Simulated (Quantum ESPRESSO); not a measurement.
# Near-edge structure at the S K edge of YS (Fm-3m)

What does one-electron theory with a core hole give for the S K edge of YS (Fm-3m)?

Main program and level: Quantum ESPRESSO 7.5; X-ray absorption near-edge structure, plane-wave PAW LDA, one-electron final states by a Lanczos continued fraction.

Most raw output is cut from this account.

## Step 1: Starting point

Symmetry: Fm-3m, No. 225, cubic system. Conventional cell: a = 5.487 Å, b = 5.487 Å, c = 5.487 Å, α = 90.00°, β = 90.00°, γ = 90.00°. Nearest to Y lie 6 S at 2.74 Å. Nearest to S lie 6 Y at 2.74 Å. Farther neighbours and most contacts between anions are not listed.

## Step 2: Ground state of the crystal

The ground state comes first: it tells whether the system has a gap, which decides how the excited electron is treated.

The PAW data sets are made with ld1.x, with reconstruction data.

scf.in reads:

```
&control
   calculation='scf', prefix='x', pseudo_dir='../pp', outdir='tmp', tprnfor=.true.
/
&system
   ibrav=0, nat=2, ntyp=2, nbnd=13
   ecutwfc=44, ecutrho=290
   occupations='smearing', smearing='mv', degauss=0.015
/
&electrons
   conv_thr=2.0e-08, electron_maxstep=120
   mixing_beta=0.5
/
ATOMIC_SPECIES
Y 1.0 Y.lda-spn-kjpaw.UPF
S3 1.0 S.lda-nl-kjpaw.UPF
CELL_PARAMETERS angstrom
  0.00000000 2.74365000 2.74365000
  2.74365000 0.00000000 2.74365000
  2.74365000 2.74365000 0.00000000
ATOMIC_POSITIONS crystal
Y    0.50000000 0.50000000 0.50000000
S3   0.00000000 0.00000000 0.00000000
K_POINTS automatic
8 8 8 0 0 0
```

Command:

```sh
$ OMP_NUM_THREADS=1 mpirun --oversubscribe --bind-to none -np 4 pw.x -nk 4 -in scf.in > scf.out
```

Run time: 3.6 s. Hardware: 4 MPI ranks of Intel Xeon Platinum 8488C (Sapphire Rapids), shared host; peak memory 0.07 GiB.

Absorbing atoms carry a label of their own (element plus a letter or digit), as the spectrum program needs them as separate species.

The mesh shows no gap, so the system is treated as a metal and the core electron is put at the Fermi level (neutral cell).

## Step 3: Spectrum without a core hole, S atom 2

Without a hole the spectrum is the empty density of states of the right symmetry on the absorber, weighted by matrix elements. It needs only the small cell and serves as the baseline.

The absorber has 6 Y at 2.74 Å (octahedral, site symmetry m-3m).

xspectra.in reads:

```
&input_xspectra
   calculation='xanes_dipole', edge='K'
   prefix='x', outdir='tmp', xiabs=2, xe0=12.3203
   xonly_plot=.false., x_save_file='xanes.sav'
   xniter=3000, xcheck_conv=20, xerror=0.005
   xcoordcrys=.false., xepsilon(1)=1, xepsilon(2)=0, xepsilon(3)=0
/
&plot
   xnepoint=413, xemin=-10, xemax=45, terminator=.true., cut_occ_states=.true.
   xgamma=0.4
/
&pseudos
   filecore='../S.wfc'
/
&cut_occ
   cut_desmooth=0.1, cut_stepl=0.05, cut_stepu=0.05, cut_ierror=1e-5
/
9 9 9 0 0 0
```

Command:

```sh
$ OMP_NUM_THREADS=1 mpirun --oversubscribe --bind-to none -np 4 xspectra.x -nk 4 -in xspectra.in > xspectra.out
```

Elapsed: 20 s, on 4 MPI ranks; peak memory 0.1 GiB.

The S K spectrum, S atom 2, no core hole (energy from the energy zero of the input (xe0, at the border of filled and empty states); intensity scaled to a mean of 1 over the first 20 eV; the points at xe0, where the cut of filled states can leave a spike, are interpolated):

```
E (eV)  intensity
  -2.0       0.05
  -1.5       0.07
  -1.0       0.09
  -0.5       0.14
   0.0       0.31
   0.5       0.52
   1.0       0.58
   1.5       0.72
   2.0       0.89
   2.5       1.15
   3.0       1.34
   3.5       1.32
   4.0       1.23
   4.5       0.91
   5.0       0.92
   5.5       1.22
   6.0       1.33
   6.5       1.46
   7.0       2.03
   7.5       1.96
   8.0       1.65
   8.5       1.57
   9.0       1.32
   9.5       1.19
  10.0       0.80
  10.5       0.69
  11.0       0.67
  11.5       0.86
  12.0       1.09
  12.5       0.84
  13.0       0.68
  13.5       0.72
  14.0       0.85
  14.5       0.80
  15.0       0.59
  15.5       0.73
  16.0       0.97
  16.5       0.98
  17.0       0.91
  17.5       0.97
  18.0       0.89
  18.5       0.81
  19.0       0.76
  19.5       0.68
  20.0       0.58
  20.5       0.70
  21.0       0.88
  21.5       0.80
  22.0       0.96
  22.5       1.00
  23.0       0.78
  23.5       0.72
  24.0       0.80
  24.5       0.97
  25.0       1.22
  25.5       1.45
  26.0       1.44
  26.5       1.54
  27.0       1.44
  27.5       1.58
  28.0       1.69
  28.5       1.31
  29.0       1.07
  29.5       0.92
  30.0       0.71
  30.5       0.75
  31.0       0.84
  31.5       0.80
  32.0       0.64
```

Main maxima below 24 eV (height): 3.2 eV (1.37), 5.9 eV (1.37), 7.2 eV (2.09), 12.0 eV (1.10), 16.2 eV (0.99) and 22.3 eV (1.03). A K edge sees empty p states; the first features are S p mixed into the empty d states of the Y neighbours, and the broad ones above probably into the cations' higher empty bands.

## Step 4: Another broadening

The final state's lifetime shortens with energy, so measured features broaden above the edge; the saved Lanczos coefficients are redrawn with a width that grows.

xspectra_plot.in reads:

```
&input_xspectra
   calculation='xanes_dipole', edge='K'
   prefix='x', outdir='tmp', xiabs=2, xe0=12.3203
   xonly_plot=.true., x_save_file='xanes.sav'
   xniter=3000, xcheck_conv=20, xerror=0.005
   xcoordcrys=.false., xepsilon(1)=1, xepsilon(2)=0, xepsilon(3)=0
/
&plot
   xnepoint=413, xemin=-10, xemax=45, terminator=.true., cut_occ_states=.true.
   gamma_mode='variable', gamma_energy(1)=4, gamma_energy(2)=25, gamma_value(1)=0.3, gamma_value(2)=2.5
/
&pseudos
   filecore='../S.wfc'
/
&cut_occ
   cut_desmooth=0.1, cut_stepl=0.05, cut_stepu=0.05, cut_ierror=1e-5
/
9 9 9 0 0 0
```

Command:

```sh
$ OMP_NUM_THREADS=1 xspectra.x -in xspectra_plot.in > xspectra_plot.out
```

It took 6.5 s on 1 MPI rank; peak memory 0.08 GiB.

With a Lorentzian half width 0.3 eV up to 4 eV, rising linearly to 2.5 eV at 25 eV, the maxima are 0.7 eV (0.60), 3.2 eV (1.44), 4.0 eV (1.30), 7.2 eV (1.83), 11.9 eV (0.89) and 16.8 eV (0.86).

## Step 5: Reference energy of the supercell

The photon energy needs a difference of total energies, so the cell and mesh of the coming hole run are first run without a hole.

scf.in reads:

```
&control
   calculation='scf', prefix='x', pseudo_dir='../pp', outdir='tmp', tprnfor=.true.
/
&system
   ibrav=0, nat=8, ntyp=2, nbnd=42
   ecutwfc=44, ecutrho=290
   occupations='smearing', smearing='mv', degauss=0.015
/
&electrons
   conv_thr=8.0e-08, electron_maxstep=120
   mixing_beta=0.5
/
ATOMIC_SPECIES
Y 1.0 Y.lda-spn-kjpaw.UPF
S 1.0 S.lda-nl-kjpaw.UPF
CELL_PARAMETERS angstrom
  0.00000000 0.00000000 5.48730000
  5.48730000 0.00000000 0.00000000
  0.00000000 5.48730000 0.00000000
ATOMIC_POSITIONS crystal
Y    0.50000000 0.50000000 0.50000000
Y    0.50000000 0.00000000 0.00000000
Y    0.00000000 0.00000000 0.50000000
Y    0.00000000 0.50000000 0.00000000
S    0.00000000 0.00000000 0.00000000
S    0.00000000 0.50000000 0.50000000
S    0.50000000 0.50000000 0.00000000
S    0.50000000 0.00000000 0.50000000
K_POINTS automatic
5 5 5 0 0 0
```

Command:

```sh
$ OMP_NUM_THREADS=1 mpirun --oversubscribe --bind-to none -np 4 pw.x -nk 4 -in scf.in > scf.out
```

Elapsed: 14 s, on 4 MPI ranks; peak memory 0.19 GiB.

Reference energy: -411407.538 eV with the cores included.

## Step 6: The atom with a core hole

The final state has one core electron fewer, so a PAW data set is made for an atom with that hole.

S.lda-nl-kjpaw-1sch.ld1.in reads:

```
&input
   title='S', zed=16., rel=1, iswitch=3, dft='PZ',
   config='1s1 2s2 2p6 3s2 3p5 3d-1'
/
&inputp
   file_pseudopw='S.lda-nl-kjpaw-1sch.UPF', author='',
   lpaw=.true.,
   pseudotype=3,
   lloc=2,
   which_augfun='PSQ',
   rmatch_augfun_nc=.true.,
   nlcc=.true.,
   new_core_ps=.true.,
   rcore=1.5,
   tm=.true.,
   zval=7,
   lgipaw_reconstruction=.true., use_paw_as_gipaw=.true.
/
5
3S  1  0  2.00  0.00  1.50  1.70  0.0
3S  1  0  0.00  6.00  1.50  1.70  0.0
3P  2  1  5.00  0.00  1.50  1.70  0.0
3P  2  1  0.00  3.00  1.50  1.70  0.0
3D  3  2  0.00  1.50  1.60  1.60  0.0
```

Command:

```sh
$ ld1.x < S.lda-nl-kjpaw-1sch.ld1.in > S.lda-nl-kjpaw-1sch.ld1.out
```

Wall time 0.85 s (1 MPI rank); peak memory 0.12 GiB.

Removing the core electron and adding it to the valence shell costs the free atom 2471.4 eV.

## Step 7: Supercell with XCH, S atom 2

The holes are 5.5 Å apart. The excited electron is kept in the cell, where it fills the lowest empty states and screens the hole.

scf.in, as its differences from that of step 5:

```diff
@@ -4,3 +4,3 @@
 &system
-   ibrav=0, nat=8, ntyp=2, nbnd=42
+   ibrav=0, nat=8, ntyp=3, nbnd=43
    ecutwfc=44, ecutrho=290
@@ -14,2 +14,3 @@
 Y 1.0 Y.lda-spn-kjpaw.UPF
+S0 1.0 S.lda-nl-kjpaw-1sch.UPF
 S 1.0 S.lda-nl-kjpaw.UPF
@@ -24,3 +25,3 @@
 Y    0.00000000 0.50000000 0.00000000
-S    0.00000000 0.00000000 0.00000000
+S0   0.00000000 0.00000000 0.00000000
 S    0.00000000 0.50000000 0.50000000
```

Command:

```sh
$ OMP_NUM_THREADS=1 mpirun --oversubscribe --bind-to none -np 4 pw.x -nk 4 -in scf.in > scf.out
```

Run time: 14 s. Hardware: 4 MPI ranks; peak memory 0.2 GiB.

Energy with the hole: -408932.032 eV, cores included.

## Step 8: Spectrum with XCH, S atom 2

The Lanczos recursion gives the spectrum without computing empty bands; each polarisation needs a run of its own on the full k mesh. xe0 is set between filled and empty states, and states below it are cut, here at the Fermi level, which holds the excited electron. The file of filecore holds the core orbital, taken from the hole-free data set.

xspectra.in, as its differences from that of step 3:

```diff
@@ -2,3 +2,3 @@
    calculation='xanes_dipole', edge='K'
-   prefix='x', outdir='tmp', xiabs=2, xe0=12.3203
+   prefix='x', outdir='tmp', xiabs=2, xe0=12.5274
    xonly_plot=.false., x_save_file='xanes.sav'
@@ -17,2 +17,2 @@
 /
-9 9 9 0 0 0
+6 6 6 0 0 0
```

Command:

```sh
$ OMP_NUM_THREADS=1 mpirun --oversubscribe --bind-to none -np 4 xspectra.x -nk 4 -in xspectra.in > xspectra.out
```

The job ended after 68 s (4 MPI ranks; peak memory 0.15 GiB; 4.5 min of CPU time).

The S K spectrum, S atom 2, excited-electron core hole (neutral cell) (energy from the energy zero of the input (xe0, at the border of filled and empty states); intensity scaled to a mean of 1 over the first 20 eV; the points at xe0, where the cut of filled states can leave a spike, are interpolated):

```csv
E (eV),intensity
-2.0,0.07
-1.4,0.09
-0.8,0.14
-0.2,0.30
0.4,0.60
1.0,0.81
1.6,1.40
2.2,1.60
2.8,1.51
3.4,1.64
4.0,1.00
4.6,1.49
5.2,1.51
5.8,1.17
6.4,1.45
7.0,1.41
7.6,1.12
8.2,1.24
8.8,1.01
9.4,0.70
10.0,0.52
10.6,0.70
11.2,0.88
11.8,0.82
12.4,0.79
13.0,0.90
13.6,0.87
14.2,0.69
14.8,0.60
15.4,0.86
16.0,0.88
16.6,0.89
17.2,0.99
17.8,0.83
18.4,0.71
19.0,0.74
19.6,0.85
20.2,0.95
20.8,1.11
21.4,0.97
22.0,1.04
22.6,0.82
23.2,0.81
23.8,0.98
24.4,1.33
25.0,1.50
25.6,1.40
26.2,1.49
26.8,1.59
27.4,1.33
28.0,0.98
28.6,0.84
29.2,0.62
29.8,0.57
30.4,0.58
31.0,0.74
31.6,1.04
```

Main maxima below 24 eV (height): 2.1 eV (1.62), 3.2 eV (1.76), 4.8 eV (1.64), 6.7 eV (1.56), 8.2 eV (1.24) and 20.8 eV (1.12). 

The total-energy difference is 2475.51 eV. One term is added: -16.82 eV, since the hole is spin-paired here and a spin-polarised one costs that much less in the free atom (computed apart). The photon energy is then 2458.69 eV. The functional leaves an error in such absolute values: in the free atom LDA prices this hole 9.1 eV below PBE (computed apart), and PBE is itself good to a few eV.

## Step 9: Another broadening

xspectra_plot.in, as its differences from that of step 4:

```diff
@@ -2,3 +2,3 @@
    calculation='xanes_dipole', edge='K'
-   prefix='x', outdir='tmp', xiabs=2, xe0=12.3203
+   prefix='x', outdir='tmp', xiabs=2, xe0=12.5274
    xonly_plot=.true., x_save_file='xanes.sav'
@@ -17,2 +17,2 @@
 /
-9 9 9 0 0 0
+6 6 6 0 0 0
```

Command:

```sh
$ OMP_NUM_THREADS=1 xspectra.x -in xspectra_plot.in > xspectra_plot.out
```

It took 2.8 s on 1 MPI rank; peak memory 0.05 GiB.

With a Lorentzian half width 0.3 eV up to 4 eV, rising linearly to 2.5 eV at 25 eV, the maxima are 2.1 eV (1.71), 3.2 eV (1.92), 4.8 eV (1.64), 6.7 eV (1.41) and 13.0 eV (0.82).

## Step 10: Another broadening

The saved Lanczos coefficients are redrawn with another constant width, to see how the features depend on it.

xspectra_plot.in, as its differences from that of step 9:

```diff
@@ -9,3 +9,3 @@
    xnepoint=413, xemin=-10, xemax=45, terminator=.true., cut_occ_states=.true.
-   gamma_mode='variable', gamma_energy(1)=4, gamma_energy(2)=25, gamma_value(1)=0.3, gamma_value(2)=2.5
+   xgamma=0.15
 /
```

The job ended after 2.8 s (1 MPI rank; peak memory 0.05 GiB).

With a Lorentzian half width 0.15 eV, the maxima are 0.7 eV (0.76), 1.6 eV (1.85), 2.0 eV (1.97), 3.1 eV (2.31), 4.7 eV (2.35), 5.4 eV (1.73) and 6.6 eV (1.93).

## Step 11: Supercell without a hole, the energy reference

The cutoff changes for the next run, so it gets a reference energy of its own.

scf.in, as its differences from that of step 7:

```diff
@@ -4,4 +4,4 @@
 &system
-   ibrav=0, nat=8, ntyp=3, nbnd=43
-   ecutwfc=44, ecutrho=290
+   ibrav=0, nat=8, ntyp=2, nbnd=42
+   ecutwfc=35, ecutrho=250
    occupations='smearing', smearing='mv', degauss=0.015
@@ -14,3 +14,2 @@
 Y 1.0 Y.lda-spn-kjpaw.UPF
-S0 1.0 S.lda-nl-kjpaw-1sch.UPF
 S 1.0 S.lda-nl-kjpaw.UPF
@@ -25,3 +24,3 @@
 Y    0.00000000 0.50000000 0.00000000
-S0   0.00000000 0.00000000 0.00000000
+S    0.00000000 0.00000000 0.00000000
 S    0.00000000 0.50000000 0.50000000
```

Command:

```sh
$ OMP_NUM_THREADS=1 mpirun --oversubscribe --bind-to none -np 4 pw.x -nk 4 -in scf.in > scf.out
```

The job ended after 11 s (4 MPI ranks; peak memory 0.16 GiB).

## Step 12: Supercell with XCH, S atom 2

A test of how far the result depends on this setting.

Changed against the first core-hole run: cutoff (Ry) to 35 and density cutoff (Ry) to 250.

scf.in, as its differences from that of step 11:

```diff
@@ -4,3 +4,3 @@
 &system
-   ibrav=0, nat=8, ntyp=2, nbnd=42
+   ibrav=0, nat=8, ntyp=3, nbnd=43
    ecutwfc=35, ecutrho=250
@@ -14,2 +14,3 @@
 Y 1.0 Y.lda-spn-kjpaw.UPF
+S0 1.0 S.lda-nl-kjpaw-1sch.UPF
 S 1.0 S.lda-nl-kjpaw.UPF
@@ -24,3 +25,3 @@
 Y    0.00000000 0.50000000 0.00000000
-S    0.00000000 0.00000000 0.00000000
+S0   0.00000000 0.00000000 0.00000000
 S    0.00000000 0.50000000 0.50000000
```

Elapsed: 11 s, on 4 MPI ranks; peak memory 0.16 GiB; 43 s of CPU time.

## Step 13: Spectrum with XCH, S atom 2

Changed against the first core-hole run: cutoff (Ry) to 35 and density cutoff (Ry) to 250.

xspectra.in, as its differences from that of step 8:

```diff
@@ -2,3 +2,3 @@
    calculation='xanes_dipole', edge='K'
-   prefix='x', outdir='tmp', xiabs=2, xe0=12.5274
+   prefix='x', outdir='tmp', xiabs=2, xe0=12.535
    xonly_plot=.false., x_save_file='xanes.sav'
```

Command:

```sh
$ OMP_NUM_THREADS=1 mpirun --oversubscribe --bind-to none -np 4 xspectra.x -nk 4 -in xspectra.in > xspectra.out
```

Wall time 46 s (4 MPI ranks); peak memory 0.12 GiB; 3 min of CPU time.

These settings depart from the first run's and aren't meant as converged.

The scaled spectrum changes by 3 % r.m.s. The highest intensity below 16 eV goes from 3.2 eV (1.76) to 3.1 eV (1.75).

```csv
E (eV),first run,this run
-2.0,0.07,0.07
-0.5,0.19,0.20
1.0,0.81,0.84
2.5,1.47,1.44
4.0,1.00,1.00
5.5,1.34,1.29
7.0,1.41,1.35
8.5,1.17,1.15
10.0,0.52,0.50
11.5,0.94,0.92
13.0,0.90,0.89
14.5,0.64,0.65
16.0,0.88,0.88
17.5,0.89,0.89
19.0,0.74,0.75
20.5,1.01,1.04
22.0,1.04,1.04
23.5,0.95,0.95
25.0,1.50,1.44
26.5,1.54,1.53
28.0,0.98,1.02
29.5,0.58,0.57
31.0,0.74,0.73
```

## Step 14: With and without the hole

Both curves are counted from their own zero, so only the shift of weight within the empty states shows.

```
E (eV)  no hole   XCH
  -2.0     0.05  0.07
  -1.0     0.09  0.12
   0.0     0.31  0.40
   1.0     0.58  0.81
   2.0     0.89  1.60
   3.0     1.34  1.68
   4.0     1.23  1.00
   5.0     0.92  1.58
   6.0     1.33  1.18
   7.0     2.03  1.41
   8.0     1.65  1.21
   9.0     1.32  0.88
  10.0     0.80  0.52
  11.0     0.67  0.81
  12.0     1.09  0.78
  13.0     0.68  0.90
  14.0     0.85  0.75
  15.0     0.59  0.63
  16.0     0.97  0.88
  17.0     0.91  0.98
  18.0     0.89  0.80
  19.0     0.76  0.74
  20.0     0.58  0.92
  21.0     0.88  1.11
  22.0     0.96  1.04
  23.0     0.78  0.74
  24.0     0.80  1.05
  25.0     1.22  1.50
  26.0     1.44  1.44
  27.0     1.44  1.57
  28.0     1.69  0.98
  29.0     1.07  0.69
  30.0     0.71  0.56
  31.0     0.84  0.74
  32.0     0.64  0.94
```

With each curve scaled to its own mean, the area from −2 to 6 eV with the hole is 7.9 against 6.1, and the centre of weight from −1 to 20 eV moves by -0.5 eV: the hole pulls the absorber's empty states down.

## Step 15: Outcome

```
absorber and edge                               : S K, atom 2 of the ground-state input (counted from 1)
surroundings                                    : 6 Y at 2.74 Å (octahedral, site symmetry m-3m)
highest intensity below 16 eV                   : 3.2 eV above the zero, height 1.76
photon energy of the zero, with the added terms : 2458.7 eV (raw 2475.5 eV; LDA puts this hole about 9 eV below PBE, itself good to a few eV)
```

The S K edge of atom 2, with 6 Y at 2.74 Å (octahedral, site symmetry m-3m), has its highest intensity of the first 16 eV at 3.2 eV above the zero, near 2462 eV in photon energy (LDA puts this hole about 9 eV below PBE, itself good to a few eV), 1.8 times the mean level of the first 20 eV (Lorentzian half width 0.4 eV). With each curve scaled to its own mean, the area from −2 to 6 eV with the hole is 7.9 against 6.1, and the centre of weight from −1 to 20 eV moves by -0.5 eV: the hole pulls the absorber's empty states down. The primitive cell holds an odd number of electrons, so a spin-paired run has to come out metallic; that is right for a metal, but some such compounds are magnetic or distorted insulators. The holes are only 5.5 Å apart, so the shape is probably not converged with cell size; no larger cell was run here. The structure is a published determination, not relaxed.

[Logs are printed without paths, hosts, clocks, repeated set-up lines and the standing remarks that a program may print on its own settings, such as how far it seeks lower states.]

[Hosts, paths, dates, database ids (printed as entryN), source tags and the programs' standing remarks are cut or masked in the printed files.]

[Lists of maxima count a maximum above −3 eV only where it reaches 4 % of the highest in the window and stands out from its surroundings by 2 % of it (1.5 % where it reaches 55 %); shoulders and weaker maxima are passed over, and of the rest the first, up to two pre-edge ones and the few strongest are named.]
